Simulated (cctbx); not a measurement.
## SrZn3 across an absorption edge

Space group P6_3/mmc (no. 194), a = 6.3250 Å, b = 6.3250 Å, c = 4.8300 Å, α = 90.00°, β = 90.00°, γ = 120.00°.

| atom | mult. | x | y | z | Ueq (Å²) |
| --- | --- | --- | --- | --- | --- |
| Sr1 | 2 | 2/3 | 1/3 | 3/4 | 0.0121 |
| Zn1 | 6 | 0.6877 | 0.8438 | 3/4 | 0.0075 |

The model was made for the exercise: a known structure type with other elements put in, its volume estimated, not relaxed; displacement parameters are assumed.

Calculated with cctbx: free-atom f′ and f″ from the Sasaki tables, no fine structure; amplitudes in electrons.

```
E (eV)  F 0 3 1  F 2 2 0  F 0 2 1  F 1 2 1
  9059     27.5    140.3    154.9      2.0
  9409     26.3    135.7    150.7      3.5
  9539     25.2    131.8    147.0      4.9
  9599     24.2    128.0    143.5      6.4
  9629     23.1    124.1    139.9      7.9
  9644     22.0    120.1    136.2      9.4
  9651     21.0    116.6    132.9     10.8
  9655     19.9    112.7    129.3     12.4
  9663     20.6    114.4    130.5     14.0
  9667     21.7    118.5    134.4     12.5
  9674     22.7    122.3    137.8     11.2
  9689     23.8    126.3    141.6      9.9
  9719     25.0    130.4    145.4      8.6
  9809     26.4    135.7    150.3      7.1
 10059     28.0    141.7    155.9      5.8
```

**Question.** Which edge is crossed, and why do the reflections move as they do?

The K edge of Zn. The edge is at 9659 eV. f′ of Zn falls from -4.0 e at 9539 eV to -7.6 e at 4 eV below it, and f″ steps from 0.49 to 3.89 e across it. Over that approach |F| changes by -21 % (0 3 1), -14 % (2 2 0), -12 % (0 2 1) and +153 % (1 2 1): a reflection falls where Zn scatters in phase with the total and rises where it scatters against it; it hardly moves where the Zn term is small or cancels by symmetry. Above the edge the larger f″ enters the imaginary part, where it can add to or cancel the other atoms' f″. The structure is centrosymmetric, so Friedel mates stay equal.

[Logs are printed without paths, hosts, clocks, repeated set-up lines and the standing remarks that a program may print on its own settings, such as how far it seeks lower states.]
